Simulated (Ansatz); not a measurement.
**Quasiparticle gap of LaGaO3 (Pnma)**

How far does one-shot GW move the LDA gap of LaGaO3 (Pnma)?

Program: Ansatz 0.2.0. Level of theory: LDA, then G0W0 on it, plane waves, PAW. Results are calculated unless marked as measured.

## (1) The structure

It takes space group Pnma (No. 62, orthorhombic). The conventional cell has a = 5.486 Å, b = 7.764 Å, c = 5.514 Å, α = 90.00°, β = 90.00°, γ = 90.00°. Nearest to La lie 9 O at 2.40 to 2.95 Å. Nearest to Ga lie 6 O at 1.96 to 1.99 Å. Nearest to O lie 2 Ga at 1.98 Å and 3 La at 2.40 to 2.95 Å. Nearest to O lie 2 Ga at 1.96 to 1.99 Å and 3 La at 2.43 to 2.78 Å. Farther neighbours and most contacts between anions are not listed.

The cell and positions come from the Crystallography Open Database and are kept as given unless a step says otherwise. Spin-orbit coupling is left out unless a step names it. The default PAW set here is soft_2. Its files were made with PBE.

## (2) The LDA band structure

Levels along a band path and on the mesh show where this functional puts the band edges.

This step: DFT, LDA, plane waves, PAW.

The input, input.yaml:

```yaml
crystal:
  lattice:
    - [5.48589, 0.0, 0.0]
    - [0.0, 7.76421, 0.0]
    - [0.0, 0.0, 5.51395]
  atoms:
    - { symbol: La, position: [0.98, 0.25, 0.005] }
    - { symbol: La, position: [0.02, 0.75, 0.995] }
    - { symbol: La, position: [0.52, 0.75, 0.505] }
    - { symbol: La, position: [0.48, 0.25, 0.495] }
    - { symbol: Ga, position: [0.0, 0.0, 0.5] }
    - { symbol: Ga, position: [0.0, 0.5, 0.5] }
    - { symbol: Ga, position: [0.5, 0.0, 0.0] }
    - { symbol: Ga, position: [0.5, 0.5, 0.0] }
    - { symbol: O, position: [0.513, 0.25, 0.929] }
    - { symbol: O, position: [0.487, 0.75, 0.071] }
    - { symbol: O, position: [0.987, 0.75, 0.429] }
    - { symbol: O, position: [0.013, 0.25, 0.571] }
    - { symbol: O, position: [0.723, 0.0367, 0.281] }
    - { symbol: O, position: [0.277, 0.5367, 0.719] }
    - { symbol: O, position: [0.777, 0.9633, 0.781] }
    - { symbol: O, position: [0.223, 0.4633, 0.219] }
    - { symbol: O, position: [0.277, 0.9633, 0.719] }
    - { symbol: O, position: [0.723, 0.4633, 0.281] }
    - { symbol: O, position: [0.223, 0.0367, 0.219] }
    - { symbol: O, position: [0.777, 0.5367, 0.781] }
kpoints:
  mp_grid: { grid: [4, 4, 4] }
  band_path:
    path:
      - [[0.0, 0.0, 0.0], [0.5, 0.0, 0.0], [0.5, 0.5, 0.0], [0.0, 0.5, 0.0], [0.0, 0.0, 0.0], [0.0, 0.0, 0.5], [0.5, 0.0, 0.5], [0.5, 0.5, 0.5], [0.0, 0.5, 0.5], [0.0, 0.0, 0.5]]
      - [[0.5, 0.0, 0.0], [0.5, 0.0, 0.5]]
      - [[0.0, 0.5, 0.0], [0.0, 0.5, 0.5]]
      - [[0.5, 0.5, 0.0], [0.5, 0.5, 0.5]]
    npoints: 10
hamiltonian:
  xc: lda
scf:
  occupations: { method: fermi_dirac, width: 0.02 }
  n_extra_bands: 10
output:
  eigenvalues: true
```

The run is started by

```sh
$ ansatz run input.yaml --threads 16 --pin off --max-ram 92160MiB --backend cuda --events-out ev --progress --plain --runs-dir out --devices 1 --max-vram 157GiB
```

Numbers of over 12 decimals in the logs are rounded to 6 here.

Log:

```text
scf.n_extra_bands = 10 over 84 filled bands (N_el = 168.0): the run solves 94 bands
GPUs: using 1 of 1 available (devices: 1).
Engine: ansatz 0.2.0, aarch64-unknown-linux-gnu
Pseudopotentials: kind: paw
Pseudopotential: La, paw, valence charge 11, recommended cutoff 420 eV (normal), La.paw.azcp
Pseudopotential: Ga, paw, valence charge 13, recommended cutoff 420 eV (normal), Ga.paw.azcp
Pseudopotential: O, paw, valence charge 6, recommended cutoff 420 eV (normal), O.paw.azcp
Functional definition: SPW92
  exchange = slater_x
  correlation = pw_c
device memory: the entry about to start is reckoned to put 6.7 GiB on a device that reports 182.5 GiB free (of which the cap on the GPU budget leaves the run 157.0 GiB)
GPU FFT provider: cuFFT
GPU libraries: cuBLAS 13.8.1, cuFFT 12.4.0, cuSOLVER 12.3.2
GPU matrix products: emulated (plane waves: as basis.precision tells), large ones in fixed point in workspaces of 1.00 GiB
Crystal: 20 atoms, lattice volume = 234.859 Å³
Basis set: ecut = 420 eV, 4557 PW (Γ)
Bands: 94, of which v1, the nominal top of the filled ones, is band 84 counted from 1 (83 counted from 0)
Symmetry: 8 space group operations
Space group: Pnma (ITA 62), of the structure as read, at distance tolerance 6.2e-5 Å
k-points: 27 of 64
Non-local potential: La, projectors of the file, l = 0: 3, l = 1: 2, l = 2: 2, l = 3: 3
Non-local potential: Ga, projectors of the file, l = 0: 2, l = 1: 2, l = 2: 3, l = 3: 1
Non-local potential: O, projectors of the file, l = 0: 2, l = 1: 2, l = 2: 1
PAW form: soft (Blöchl's): semilocal exchange-correlation on the pseudo side does not see the compensation charge
PAW frozen core: La, regenerated for the run's functional, and the local potential with it (the file was generated under x = pbe(κ = 0.804, μ = 0.219515), c = pbe(β = 0.066725))
PAW frozen core: Ga, regenerated for the run's functional, and the local potential with it (the file was generated under x = pbe(κ = 0.804, μ = 0.219515), c = pbe(β = 0.066725))
PAW frozen core: O, regenerated for the run's functional, and the local potential with it (the file was generated under x = pbe(κ = 0.804, μ = 0.219515), c = pbe(β = 0.066725))
PAW one-centre angular grid: La, 590 points (default); XC on 64 Gauss nodes
PAW one-centre angular grid: Ga, 590 points (default); XC on 64 Gauss nodes
PAW one-centre angular grid: O, 110 points (default); XC on 64 Gauss nodes
Initial density: superposition of atomic densities (neutral atoms: chi_scale 0, normalization atom), corrected by the library's trained network
Initial wavefunctions: pseudopotential atomic-orbital guess
GPU buffer pool allocated for 86400 grid points (all kernels)
GPU transforms: local potential and band sums: pruned to the plane-wave sphere, on 40×54×40
Functional: x = slater, c = lda
SCF iter   1: F=—  HF=-45821.668680 eV  |F-HF|=—  |Δ(HF+E_count)|=         —  Δρ=1.91e-2  dr2=7.61e-1  ethr=1.77e-3  ⟨swp⟩=6.4  Hψ=10990  notcnv=0
preconditioner: auto → Resta (q_TF=auto, 2.580 Å⁻¹)  ε∞=5.9  [insulator: Δε(μ)=3.492 eV  Ē_g=14.186 eV  σ=0.020 eV  W_gap=1.00  n_scr=66 (ndim 8)  ℏωp=31.4 eV  f_vac=0.000  D(μ)=0.00/eV (n_scr^D=0)  ε∞_Penn≈5.9]
SCF iter   2: F=—  HF=-45821.482177 eV  |F-HF|=—  |Δ(HF+E_count)|=   1.87e-1  Δρ=4.85e-3  dr2=1.84e-2  ethr=4.53e-4  ⟨swp⟩=5.0  Hψ=6073  notcnv=0  defer=4
SCF iter   3: F=—  HF=-45821.477255 eV  |F-HF|=—  |Δ(HF+E_count)|=   4.92e-3  Δρ=2.25e-3  dr2=5.54e-3  ethr=1.09e-5  ⟨swp⟩=3.7  Hψ=5380  notcnv=0
SCF iter   4: F=—  HF=-45821.476091 eV  |F-HF|=—  |Δ(HF+E_count)|=   1.16e-3  Δρ=6.07e-4  dr2=4.29e-4  ethr=3.30e-6  ⟨swp⟩=3.0  Hψ=4893  notcnv=0
SCF iter   5: F=—  HF=-45821.475768 eV  |F-HF|=—  |Δ(HF+E_count)|=   3.23e-4  Δρ=1.52e-4  dr2=4.88e-5  ethr=2.56e-7  ⟨swp⟩=2.1  Hψ=4035  notcnv=0
SCF iter   6: F=—  HF=-45821.476002 eV  |F-HF|=—  |Δ(HF+E_count)|=   2.35e-4  Δρ=7.38e-5  dr2=1.10e-5  ethr=2.90e-8  ⟨swp⟩=2.0  Hψ=4698  notcnv=0
SCF iter   7: F=—  HF=-45821.476000 eV  |F-HF|=—  |Δ(HF+E_count)|=   2.39e-6  Δρ=1.81e-5  dr2=7.14e-7  ethr=6.54e-9  ⟨swp⟩=2.0  Hψ=4371  notcnv=0
SCF iter   8: F=-45821.476000 eV  HF=-45821.476000 eV  |F-HF|=5.24e-8  |Δ(HF+E_count)|=   1.52e-7  Δρ=5.40e-6  dr2=5.77e-8  ethr=5.95e-11  ⟨swp⟩=7.2  Hψ=8793  notcnv=0
SCF 1 converged in 8 iterations: F = -45821.476000 eV  dr2 = 5.77e-8
  greatest PAW one-centre occupation: 0.998 electrons in one spin orbital (limit 2), on the Ga atom at site 6 (counted from 0), in its partial waves of l = 2
device memory: the entry about to start is reckoned to put 25.9 GiB on a device that reports 182.5 GiB free (of which the cap on the GPU budget leaves the run 157.0 GiB)
NSCF: frozen V_eff on 124 k-points, pencils in batches of 32, up to order 416
SCF converged after 8 iterations
Free energy (F): -45821.476000 eV
Harris-Foulkes:  -45821.476000 eV  (|F-HF|=5.24e-8)
Internal energy: -45821.476000 eV  (E = F + TS)
E sigma→0 (E₀):  -45821.476000 eV
Fermi energy:    12.702098 eV
--- Per-component energies (eV) ---
  E_band       = 213.377823
  E_kinetic    = 3338.704015
  E_local      = -11811.455958  (includes V_loc(G=0)·N_el)
  E_nonlocal   = 2742.475489
  E_hartree    = 5167.228753
  E_xc         = -1701.771891
  E_vxc        = -1948.727644  (∫ρ·V_xc dr)
  E_paw        = -30437.904543  (= ΣΔE_a)
  E_vpaw       = -2442.099819  (= ΣTr[D̂ρ^β])
  E_aug_tail   = 0.029567  (compensation charges beyond the density's cutoff)
  E_ewald      = -13128.149273
  E_core_change = 9.367843  (= ΣΔE_core)
  E_smearing   = -0.000000  (= −TS)
  E_closure    = 0.000000  (closes the sum)
  Σ components = -45821.476000   (vs F -45821.476000, Δ=0.00e0)
--- Band table (eV; the first three rows and the last of 27) ---
  k-point 0: bands = [... 80 lower, 10.6212, 10.6616, 10.7344, 10.7433, 14.5182, 15.4076, 15.4744, 15.5699, ... 6 higher]
  k-point 1: bands = [... 80 lower, 10.5438, 10.6255, 10.6960, 10.7586, 15.0170, 15.4479, 15.5276, 15.5745, ... 6 higher]
  k-point 2: bands = [... 80 lower, 10.4469, 10.4469, 10.8067, 10.8067, 15.5444, 15.5444, 15.6329, 15.6329, ... 6 higher]
  k-point 26: bands = [... 80 lower, 10.5882, 10.5882, 10.5882, 10.5882, 15.6269, 15.6269, 15.6269, 15.6269, ... 6 higher]
```

It took 2.8 s on 1 × NVIDIA GB200 with 16 threads of Arm Neoverse V2, shared host; peak memory 1.2 GiB.

This step gave:

* filled bands: 84
* gap: 3.653 eV
* valence top at: U
* conduction bottom at: Γ
* least direct gap: 3.775 eV

Over mesh and path the gap is 3.653 eV, from k = (0.500, 0.000, 0.500) to k = Γ. The least direct gap found is 3.775 eV, at k = Γ.

Electronic bands along the path, in eV, zero at the top of the highest nominally filled band:

```csv
point,band 81,band 82,band 83,band 84,band 85,band 86,band 87,band 88
Γ,-0.24,-0.20,-0.13,-0.12,3.65,4.54,4.61,4.70
halfway,-0.40,-0.31,-0.30,-0.19,4.28,4.62,4.67,4.76
X,-0.52,-0.52,-0.16,-0.16,4.71,4.71,4.74,4.74
halfway,-0.43,-0.43,-0.21,-0.21,4.72,4.72,4.75,4.75
S,-0.32,-0.32,-0.32,-0.32,4.74,4.74,4.74,4.74
halfway,-0.41,-0.41,-0.25,-0.25,4.70,4.70,4.74,4.74
Y,-0.33,-0.33,-0.16,-0.16,4.58,4.58,4.71,4.71
halfway,-0.30,-0.24,-0.23,-0.10,3.93,4.57,4.63,4.71
Γ,-0.24,-0.20,-0.13,-0.12,3.65,4.54,4.61,4.70
halfway,-0.32,-0.24,-0.17,-0.11,4.15,4.58,4.66,4.71
Z,-0.42,-0.42,-0.06,-0.06,4.68,4.68,4.77,4.77
halfway,-0.38,-0.38,-0.14,-0.14,4.71,4.71,4.76,4.76
U,-0.30,-0.30,0.00,0.00,4.74,4.74,4.75,4.75
halfway,-0.41,-0.41,-0.07,-0.07,4.74,4.74,4.76,4.76
R,-0.28,-0.28,-0.28,-0.28,4.76,4.76,4.76,4.76
halfway,-0.28,-0.28,-0.16,-0.16,4.73,4.73,4.75,4.75
T,-0.22,-0.22,-0.05,-0.05,4.71,4.71,4.72,4.72
halfway,-0.23,-0.23,-0.08,-0.08,4.69,4.69,4.75,4.75
Z,-0.42,-0.42,-0.06,-0.06,4.68,4.68,4.77,4.77
jump to X,-0.52,-0.52,-0.16,-0.16,4.71,4.71,4.74,4.74
halfway,-0.42,-0.42,-0.16,-0.16,4.74,4.74,4.75,4.75
U,-0.30,-0.30,0.00,0.00,4.74,4.74,4.75,4.75
jump to Y,-0.33,-0.33,-0.16,-0.16,4.58,4.58,4.71,4.71
halfway,-0.23,-0.23,-0.11,-0.11,4.70,4.70,4.73,4.73
T,-0.22,-0.22,-0.05,-0.05,4.71,4.71,4.72,4.72
jump to S,-0.32,-0.32,-0.32,-0.32,4.74,4.74,4.74,4.74
```

## (3) One-shot GW

G0W0 replaces the xc potential by a self-energy built once from the orbitals of the start. Levels are corrected in the window of bands that the input names, at points of the mesh.

This step: G0W0 on LDA, plane waves, PAW.

input.yaml: that of step 2 with these lines changed.

```diff
@@ -27,16 +27,13 @@
 kpoints:
-  mp_grid: { grid: [4, 4, 4] }
-  band_path:
-    path:
-      - [[0.0, 0.0, 0.0], [0.5, 0.0, 0.0], [0.5, 0.5, 0.0], [0.0, 0.5, 0.0], [0.0, 0.0, 0.0], [0.0, 0.0, 0.5], [0.5, 0.0, 0.5], [0.5, 0.5, 0.5], [0.0, 0.5, 0.5], [0.0, 0.0, 0.5]]
-      - [[0.5, 0.0, 0.0], [0.5, 0.0, 0.5]]
-      - [[0.0, 0.5, 0.0], [0.0, 0.5, 0.5]]
-      - [[0.5, 0.5, 0.0], [0.5, 0.5, 0.5]]
-    npoints: 10
+  mp_grid: { grid: [4, 2, 4] }
 hamiltonian:
   xc: lda
+  pseudopotentials: { kind: paw, source: ansatz }
 scf:
-  occupations: { method: fermi_dirac, width: 0.02 }
-  n_extra_bands: 10
-output:
-  eigenvalues: true
+  occupations: { method: fixed }
+gw:
+  n_empty_bands: 2910
+  ecut_chi: 310.0
+  qp_bands: [v4, c4]
+  qp_kpoints: band_edges
+  screening: { model: contour_deformation }
```

Log:

```text
GPUs: using 1 of 1 available (devices: 1).
[...]
concurrent solve slots: 9 of 16 are kept, ahead of what memory takes: no pass of the eigensolver takes more rounds on 9
[...]
Crystal: 20 atoms, lattice volume = 234.859 Å³
Basis set: ecut = 1020 eV, 17373 PW (Γ)
Bands: 120, of which v1, the nominal top of the filled ones, is band 100 counted from 1 (99 counted from 0)
Symmetry: 8 space group operations
[...]
k-points: 18 of 32
[...]
SCF iter   1: F=—  HF=-64444.591478 eV  |F-HF|=—  |Δ(HF+E_count)|=         —  Δρ=9.48e-2  dr2=1.63e1  ethr=3.10e-3  ⟨swp⟩=4.2  Hψ=7975  notcnv=0  defer=103
[...]
SCF iter   6: F=—  HF=-64440.295791 eV  |F-HF|=—  |Δ(HF+E_count)|=   8.15e-4  Δρ=9.06e-4  dr2=5.53e-4  ethr=2.43e-6  ⟨swp⟩=3.8  Hψ=3967  notcnv=0  defer=322
[...]
SCF iter   8: F=—  HF=-64440.295637 eV  |F-HF|=—  |Δ(HF+E_count)|=   2.67e-6  Δρ=2.95e-5  dr2=2.00e-6  ethr=1.15e-8  ⟨swp⟩=2.1  Hψ=3685  notcnv=0  defer=307
[...]
SCF iter  10: F=-64440.295636 eV  HF=-64440.295636 eV  |F-HF|=1.98e-8  |Δ(HF+E_count)|=   2.22e-7  Δρ=3.73e-6  dr2=3.23e-8  ethr=5.00e-11  ⟨swp⟩=16.9  Hψ=14262  notcnv=0
SCF 1 converged in 10 iterations: F = -64440.295636 eV  dr2 = 3.23e-8
[...]
SCF converged after 10 iterations
[...]
11    97     11.1907   -26.6053     4.0067   -21.6885  0.7569    10.2707    10.2806  root
    11    98     11.1907   -26.6053     4.0067   -21.6885  0.7569    10.2707    10.2806  root
    11    99     11.3088   -26.1492     4.0013   -21.2250  0.7567    10.3757    10.3859  root
    11   100     11.3088   -26.1492     4.0013   -21.2250  0.7567    10.3757    10.3859  root
    11   101     16.2182   -18.3848    -9.4345   -31.2783  0.7385    20.0867    19.6771  root ?
    11   102     16.2182   -18.3848    -9.4345   -31.2783  0.7385    20.0867    19.6771  root ?
    11   103     16.2434   -18.8186    -9.7525   -32.1179  0.7344    20.2541    19.7901  root ?
    11   104     16.2434   -18.8186    -9.7525   -32.1179  0.7344    20.2541    19.7901  root ?
    12    97     10.9506   -26.4468     4.0644   -21.4511  0.7560    10.0086    10.0194  root
    12    98     10.9506   -26.4468     4.0644   -21.4511  0.7560    10.0086    10.0194  root
    12    99     11.3024   -26.2176     3.9982   -21.3005  0.7564    10.3734    10.3834  root
    12   100     11.3024   -26.2176     3.9982   -21.3005  0.7564    10.3734    10.3834  root
    12   101     16.2038   -18.0521    -9.1972   -30.6318  0.7413    19.9587    19.5862  root ?
    12   102     16.2038   -18.0521    -9.1972   -30.6318  0.7413    19.9587    19.5862  root ?
    12   103     16.2383   -19.5667   -10.1667   -33.4076  0.7291    20.4528    19.9125  root ?
    12   104     16.2383   -19.5667   -10.1667   -33.4076  0.7291    20.4528    19.9125  root ?
    13    97     11.0407   -27.8171     3.9594   -22.9306  0.7616    10.1040    10.1137  root
    13    98     11.0407   -27.8171     3.9594   -22.9306  0.7616    10.1040    10.1137  root
    13    99     11.3017   -26.1195     4.0519   -21.1454  0.7556    10.3692    10.3795  root
    13   100     11.3017   -26.1195     4.0519   -21.1454  0.7556    10.3692    10.3795  root
    13   101     16.2365   -19.4914   -10.1568   -33.3158  0.7293    20.4418    19.9041  root ?
    13   102     16.2365   -19.4914   -10.1568   -33.3158  0.7293    20.4418    19.9041  root ?
    13   103     16.2412   -18.8466    -9.7211   -32.1113  0.7347    20.2443    19.7848  root ?
    13   104     16.2412   -18.8466    -9.7211   -32.1113  0.7347    20.2443    19.7848  root ?
    14    97     11.1608   -28.3972     3.9286   -23.5407  0.7636    10.2236    10.2329  root
    14    98     11.1608   -28.3972     3.9286   -23.5407  0.7636    10.2236    10.2329  root
    14    99     11.4655   -26.2146     4.0327   -21.2595  0.7561    10.5330    10.5431  root
    14   100     11.4655   -26.2146     4.0327   -21.2595  0.7561    10.5330    10.5431  root
    14   101     16.2334   -19.4005   -10.1350   -33.1934  0.7297    20.4246    19.8914  root ?
    14   102     16.2334   -19.4005   -10.1350   -33.1934  0.7297    20.4246    19.8914  root ?
    14   103     16.2497   -19.3201   -10.0679   -33.0293  0.7306    20.4124    19.8911  root ?
    14   104     16.2497   -19.3201   -10.0679   -33.0293  0.7306    20.4124    19.8911  root ?
    15    97     11.1479   -26.0076     4.0018   -21.0805  0.7563    10.2123    10.2227  root
    15    98     11.1479   -26.0076     4.0018   -21.0805  0.7563    10.2123    10.2227  root
    15    99     11.1479   -26.0076     4.0018   -21.0805  0.7563    10.2123    10.2227  root
    15   100     11.1479   -26.0076     4.0018   -21.0805  0.7563    10.2123    10.2227  root
    15   101     16.2306   -18.3246    -9.4221   -31.1918  0.7386    20.0824    19.6756  root ?
    15   102     16.2306   -18.3246    -9.4221   -31.1918  0.7386    20.0824    19.6756  root ?
    15   103     16.2306   -18.3246    -9.4221   -31.1918  0.7386    20.0824    19.6756  root ?
    15   104     16.2306   -18.3246    -9.4221   -31.1918  0.7386    20.0824    19.6756  root ?
    16    97     11.1926   -26.2601     4.0153   -21.3250  0.7564    10.2626    10.2728  root
    16    98     11.1926   -26.2601     4.0153   -21.3250  0.7564    10.2626    10.2728  root
    16    99     11.1926   -26.2601     4.0153   -21.3250  0.7564    10.2626    10.2728  root
    16   100     11.1926   -26.2601     4.0153   -21.3250  0.7564    10.2626    10.2728  root
    16   101     16.2397   -18.7217    -9.6412   -31.8798  0.7356    20.2020    19.7565  root ?
    16   102     16.2397   -18.7217    -9.6412   -31.8798  0.7356    20.2020    19.7565  root ?
    16   103     16.2397   -18.7217    -9.6412   -31.8798  0.7356    20.2020    19.7565  root ?
    16   104     16.2397   -18.7217    -9.6412   -31.8798  0.7356    20.2020    19.7565  root ?
    17    97     11.1887   -26.0659     4.0347   -21.1112  0.7558    10.2584    10.2687  root
    17    98     11.1887   -26.0659     4.0347   -21.1112  0.7558    10.2584    10.2687  root
    17    99     11.1887   -26.0659     4.0347   -21.1112  0.7558    10.2584    10.2687  root
    17   100     11.1887   -26.0659     4.0347   -21.1112  0.7558    10.2584    10.2687  root
    17   101     16.2554   -19.0946    -9.8681   -32.5431  0.7324    20.3221    19.8358  root ?
    17   102     16.2554   -19.0946    -9.8681   -32.5431  0.7324    20.3221    19.8358  root ?
    17   103     16.2554   -19.0946    -9.8681   -32.5431  0.7324    20.3221    19.8358  root ?
    17   104     16.2554   -19.0946    -9.8681   -32.5431  0.7324    20.3221    19.8358  root ?
```

It took 8.1 min on 1 × NVIDIA GB200 with 16 threads; peak memory 39 GiB; 22 min of CPU time.

This step gave:

| Quantity | Value |
| --- | --- |
| bands summed | 3010 |
| RPA ε∞ on this mesh (eigenvalues) | 4.872, 4.879, 5.001 |
| plane waves in the screening matrix | 2903 |
| q-points in the mesh | 32 |
| G0W0 gap over the corrected points | 5.484 eV |
| k of the valence top | -0.5, 0, -0.5 |
| k of the conduction bottom | 0, 0, 0 |
| starting gap on the mesh | 3.651 eV |
| Z at the valence top | 0.7561 |
| Z at the conduction bottom | 0.8133 |
| least direct G0W0 gap over the corrected points | 5.580 eV |

Over all 18 irreducible mesh points the G0W0 gap is 5.484 eV, from k = (-0.500, 0.000, -0.500) to k = Γ. The LDA gap of this run on the mesh is 3.651 eV. The two states that bound the G0W0 gap lie that far apart at the start, so the correction of the gap is 5.484 − 3.651 = +1.833 eV. The start of this run differs from the step before in mesh (4×4×4 and 4×2×4), files (soft_2 PAW and hard PAW) and plane-wave cutoff (420 eV and 1020 eV). The program marks 65 of the 144 corrected levels as in doubt (energies apart), neither edge state among them.

Labels follow the order of the start: v1 is the top filled band, c1 the lowest empty one; levels that stay degenerate share a row, the window can cut a multiplet, doubted levels are not marked in this list, bands outside the window were not corrected, and the list may be a part of the corrected levels. The levels before and after the correction (eV, zero at the valence-band top of each column):

```csv
,conduction bottom,valence top
Kohn-Sham,3.65,0.00
G0W0,5.48,0.00
```

```csv
,level,occupation,energy (eV)
Kohn-Sham,Γ v3,2,-0.203
Kohn-Sham,Γ v2,2,-0.130
Kohn-Sham,Γ v1,2,-0.123
Kohn-Sham,Γ c1,0,3.651
Kohn-Sham,Γ c2,0,4.545
Kohn-Sham,Γ c3,0,4.624
Kohn-Sham,(-0.5 0 -0.5) v3,2,-0.305
Kohn-Sham,(-0.5 0 -0.5) v2-v1,2,0.000
Kohn-Sham,(-0.5 0 -0.5) c1-c2,0,4.768
Kohn-Sham,(-0.5 0 -0.5) c3,0,4.784
G0W0,Γ v3,2,-0.184
G0W0,Γ v2,2,-0.111
G0W0,Γ v1,2,-0.097
G0W0,Γ c1,0,5.484
G0W0,Γ c2,0,6.885
G0W0,Γ c3,0,8.202
G0W0,(-0.5 0 -0.5) v3,2,-0.310
G0W0,(-0.5 0 -0.5) v2-v1,2,0.000
G0W0,(-0.5 0 -0.5) c1-c2,0,9.348
G0W0,(-0.5 0 -0.5) c3,0,9.348
```

The parts of the quasiparticle energy for the two states that bound the G0W0 gap, in eV on the run's own scale (QP = start + Σx + Σc − Vxc, with Σc at the quasiparticle energy):

```csv
edge,k,band,start,Σx,Σc,Vxc,Z,QP
valence top,"(-0.500, 0.000, -0.500)",99,11.466,−26.215,4.033,−21.259,0.756,10.543
conduction bottom,Γ,101,15.116,−14.271,−4.156,−19.337,0.813,16.027
```

(Part 1 of 2 ends here.)

[Paths, hosts, dates, memory and timing lines, banners, echoed tables and standing remarks are left out of the program output.]

[Logs are printed without paths, hosts, clocks, repeated set-up lines and the standing remarks that a program may print on its own settings, such as how far it seeks lower states.]

[Runs of the session that timed out or met a known fault of the program may be left out.]

[Cells called generated may have been cut or substituted from an entry of the Crystallography Open Database or the Materials Project.]

[Hosts, paths, dates, database ids (printed as entryN), source tags and the programs' standing remarks are cut or masked in the printed files.]

[Where an RPA ε∞ is given, it is that of the G0W0 mesh and is not shown converged in it. Names of k-points follow the symmetry that the program found, which can be lower than the space group named. Band edges on a path are those of the sampled points; other points can move an edge, and change direct to indirect where valleys lie close.]

[Hybrid gaps are those of their k-mesh and are not shown converged in it.]
